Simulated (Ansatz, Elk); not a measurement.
# CdH2S2: X-ray structure factors from the self-consistent density, part 2 of 2

Structure refinements treat a crystal as free atoms side by side. For a made-up structure of CdH2S2 (cell and positions from a PBEsol relaxation) the runs below show what the calculated density changes in F(hkl).

Elk 11.2.3 (patched build); all-electron DFT.

So far: The structure; Ground state and structure factors; The highest occupied states alone.

The structure was built from a prototype and need not be the compound's stable phase.

**4. Another try**

Level of this step: DFT, PBE, all-electron APW+lo, Dirac cores, scalar-relativistic bands, static density, no spin (Elk).

In this try the input is made faulty on purpose, to show what that does.

The input is changed as shown.

The input, elk.in:

```
tasks
  0
  195

xctype
  20

spinpol
  .false.

rgkmax
  7.0

gmaxvr
  14.0

lmaxo
  7

lmaxapw
  8

swidth
  0.002

tshift
  .false.

ramdisk
  .false.

hmaxvr
  5.5

maxscl
  3

epspot
  1e-06

sppath
  './'

avec
  7.79590222794 -0.00000000000 0.00000000000
  -3.89795111397 6.75144937482 -0.00000000000
  0.00000000000 -0.00000000000 10.68206923598

atoms
  3
  'Cd.in'
  1
  0.0000000000 -0.0000000000 -0.0000000000   0.000000 0.000000 0.000000
  'S.in'
  2
  0.3333333333 0.6666666667 0.2207366257   0.000000 0.000000 0.000000
  0.6666666667 0.3333333333 0.7792633743   0.000000 0.000000 0.000000
  'H.in'
  2
  0.3333333333 0.6666666667 0.4617251355   0.000000 0.000000 0.000000
  0.6666666667 0.3333333333 0.5382748645   0.000000 0.000000 0.000000

ngridk
  6 6 4
```

On the command line:

```bash
> OMP_NUM_THREADS=4 elk
```

Numbers of over 12 decimals in the logs are rounded to 6 here.

What it wrote:

```text
┌─────────────────────────┐
│ Elk code version 11.2.3 │
└─────────────────────────┘

All units are atomic (Hartree, Bohr, etc.)

┌─────────────────────────────────────────────────┐
│ Ground-state run starting from atomic densities │
└─────────────────────────────────────────────────┘

Lattice vectors :
   7.795902228      -0.000000000       0.000000000
  -3.897951114       6.751449375      -0.000000000
   0.000000000      -0.000000000       10.68206924

Reciprocal lattice vectors :
  0.8059599933      0.4653212191       0.000000000
[...]
species : 3 (H)
   atom 1                    :   0.4676727552     (   0.000000000    )
   atom 2                    :   0.4676727552     (   0.000000000    )
 total in muffin-tins        :    71.98410089
 total calculated charge     :    81.98919175
 total charge                :    82.00000000
 error                       :   0.1080824587E-01

┌──────────────────────────────┐
│ Self-consistent loop stopped │
└──────────────────────────────┘

Warning : core states of species 1 leak from the muffin-tin :   0.2528237008E-03

Warning : core states of species 2 leak from the muffin-tin :   0.5470339578E-02

Wrote STATE.OUT
[key lines of the parts left out:]
total energy                :     -6397.9410546766
```

It took 27 s on 4 threads of Arm Neoverse N1, shared host; peak memory 0.27 GiB.

The run stopped without converging, so none of its numbers is a property of the system.

The fault put into the input: too few SCF loops.

**5. Another functional**

The difference from free atoms is small, so it is set against the change that PBEsol makes.

Edit elk.in of step 4 so:

```diff
@@ -5,3 +5,3 @@
 xctype
-  20
+  22
 
@@ -35,3 +35,3 @@
 maxscl
-  3
+  120
```

On the command line:

```bash
> OMP_NUM_THREADS=4 elk
```

What it wrote:

```text
┌─────────────────────────┐
│ Elk code version 11.2.3 │
└─────────────────────────┘

All units are atomic (Hartree, Bohr, etc.)

┌─────────────────────────────────────────────────┐
│ Ground-state run starting from atomic densities │
└─────────────────────────────────────────────────┘

Lattice vectors :
   7.795902228      -0.000000000       0.000000000
  -3.897951114       6.751449375      -0.000000000
   0.000000000      -0.000000000       10.68206924

Reciprocal lattice vectors :
  0.8059599933      0.4653212191       0.000000000
[...]
species : 3 (H)
   atom 1                    :   0.4465215476     (   0.000000000    )
   atom 2                    :   0.4465215476     (   0.000000000    )
 total in muffin-tins        :    71.95019390
 total calculated charge     :    81.98917051
 total charge                :    82.00000000
 error                       :   0.1082948615E-01

┌──────────────────────────────┐
│ Self-consistent loop stopped │
└──────────────────────────────┘

Warning : core states of species 1 leak from the muffin-tin :   0.2462975780E-03

Warning : core states of species 2 leak from the muffin-tin :   0.5485329258E-02

Wrote STATE.OUT
[key lines of the parts left out:]
total energy                :     -6391.7681801883
```

Elapsed: 1.7 min, on 4 threads; peak memory 0.28 GiB; 5.9 min of CPU time.

Against the first run R = 0.03 %; the largest change is -0.048 at 011.

**6. Basis size**

The basis and the expansions that go with it are enlarged, to see whether the differences are converged.

Edit elk.in of step 5 so:

```diff
@@ -5,3 +5,3 @@
 xctype
-  22
+  20
 
@@ -11,12 +11,12 @@
 rgkmax
-  7.0
+  8.5
 
 gmaxvr
-  14.0
+  18.0
 
 lmaxo
-  7
+  9
 
 lmaxapw
-  8
+  10
```

On the command line:

```bash
> OMP_NUM_THREADS=4 elk
```

What it wrote:

```text
┌─────────────────────────┐
│ Elk code version 11.2.3 │
└─────────────────────────┘

All units are atomic (Hartree, Bohr, etc.)

┌─────────────────────────────────────────────────┐
│ Ground-state run starting from atomic densities │
└─────────────────────────────────────────────────┘

Lattice vectors :
   7.795902228      -0.000000000       0.000000000
  -3.897951114       6.751449375      -0.000000000
   0.000000000      -0.000000000       10.68206924

Reciprocal lattice vectors :
  0.8059599933      0.4653212191       0.000000000
[...]
species : 3 (H)
   atom 1                    :   0.4559899053     (   0.000000000    )
   atom 2                    :   0.4559899053     (   0.000000000    )
 total in muffin-tins        :    71.97465858
 total calculated charge     :    81.98886414
 total charge                :    82.00000000
 error                       :   0.1113585993E-01

┌──────────────────────────────┐
│ Self-consistent loop stopped │
└──────────────────────────────┘

Warning : core states of species 1 leak from the muffin-tin :   0.2434996970E-03

Warning : core states of species 2 leak from the muffin-tin :   0.5446348023E-02

Wrote STATE.OUT
[key lines of the parts left out:]
total energy                :     -6395.6309483242
```

Run time: 6.8 min. Hardware: 4 threads; peak memory 0.65 GiB.

Against the first run R = 0.00 %; the largest change is +0.002 at 410.

**7. Settings against the effect**

```tsv
run	R against the first run (%)	R against neutral atoms, low angle (%)	wall time
PBE, rgkmax 7	0.00	0.43	1.7 min
PBEsol	0.03	0.42	1.7 min
rgkmax 8.5 with larger expansions	0.00	0.43	6.8 min
```

**8. Results**

```
R against neutral atoms, sin θ/λ < 0.3 Å⁻¹ : 0.43 %
R against neutral atoms, 0.3 to 0.77 Å⁻¹   : 0.23 %
```

What this shows: Independent neutral atoms miss the calculated amplitudes by R = 0.43 % below 0.3 Å⁻¹ and 0.23 % from there to 0.77 Å⁻¹; by shells, 0.54 % below 0.15 Å⁻¹ (2 forms), 0.42 % 0.15 to 0.3 (11 forms), 0.47 % 0.3 to 0.45 (21 forms), 0.18 % above 0.45 (115 forms). Bonding, aspherical density and the tables' own atoms all enter these figures, and the runs don't part them. The largest change of an amplitude is -0.56 electrons, at 002. The window's part falls from 26.0 electrons at the origin to at most 1.00 between 0.45 and 0.77 Å⁻¹, where compact states inside the window still scatter. Below 0.3 Å⁻¹ the changes that finished (PBEsol and rgkmax 8.5 with larger expansions) move F by R = 0.05 % at most, against the 0.43 % that separates it from free atoms. The k-mesh has no finished test. Part of the difference isn't bonding: the tables are fits to free atoms and ions calculated by other methods than this functional. Thermal motion, anomalous dispersion and extinction are left out.

[Logs are printed without paths, hosts, clocks, repeated set-up lines and the standing remarks that a program may print on its own settings, such as how far it seeks lower states.]

[Hosts, paths, dates, database ids (printed as entryN), source tags and the programs' standing remarks are cut or masked in the printed files.]
